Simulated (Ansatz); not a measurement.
Two G0W0 runs on H6PbCBr3N (CH3NH3PbBr3).

The structure was built from a prototype and need not be the compound's stable phase.

The cell holds 12 atoms: 1 C, 1 N, 6 H, 1 Pb and 3 Br. Its edges and angles: a = 5.821 Å, b = 5.941 Å, c = 5.759 Å, α = 90.1°, β = 90.0°, γ = 89.4°. It derives from Br3C1H6N1Pb1.

```xyz
12
Lattice="5.8213 0.0324 0.0023 0.0324 5.9404 -0.0047 0.0023 -0.0047 5.7590" Properties=species:S:1:pos:R:3 pbc="T T T"
C     5.3003    5.6920    5.7547
N     0.7768    0.3597    0.0023
H     5.4310    4.6020    5.7469
H     1.3653    6.0308    4.9094
H     4.7239    0.0691    4.8595
H     0.7329    1.3983    0.0090
H     4.7214    0.0612    0.9046
H     1.3625    6.0256    0.8418
Pb    2.8378    2.9278    2.8774
Br    2.4570    3.2482   -0.0024
Br    2.5675   -0.0665    2.8815
Br   -0.1270    2.4713    2.8748
```

The structure was relaxed with PBEsol-D3(BJ). The runs that relaxed it are not among those shown. Spin-orbit coupling is left out unless a run names it.

The first (Ansatz 0.2.0; start PBEsol, 4×4×4 mesh, 670 empty bands, screening to 130 eV, PAW set soft_1 files; 1 × NVIDIA H100 80GB HBM3 (shared by 6 runs) with 2 threads of AMD EPYC 7R13 (Zen 3), shared host) gave, on its mesh: starting gap 2.02 eV, G0W0 gap 3.13 eV, RPA ε∞ (mean) 4.95, 4.2 min.

Question: The second changes empty bands from 670 to 169 and screening cutoff (eV) from 130.0 to 52. What does it give?

It gave: starting gap 2.02 eV, G0W0 gap 2.92 eV, RPA ε∞ (mean) 4.99, 56 s. The G0W0 gap moves by −0.21 eV, +0.00 eV from the start and −0.21 eV from the correction. Σc changes by +0.54 eV at the valence top and +0.33 eV at the conduction bottom, and Σx − Vxc between them by +0.00 eV.

Limits: not at the basis limit; no spin-orbit coupling.

[Paths, hosts, dates, memory and timing lines, banners, echoed tables and standing remarks are left out of the program output.]

[Logs are printed without paths, hosts, clocks, repeated set-up lines and the standing remarks that a program may print on its own settings, such as how far it seeks lower states.]

[Runs of the session that timed out or met a known fault of the program may be left out.]

[Cells called generated may have been cut or substituted from an entry of the Crystallography Open Database or the Materials Project.]

[Hosts, paths, dates, database ids (printed as entryN), source tags and the programs' standing remarks are cut or masked in the printed files.]
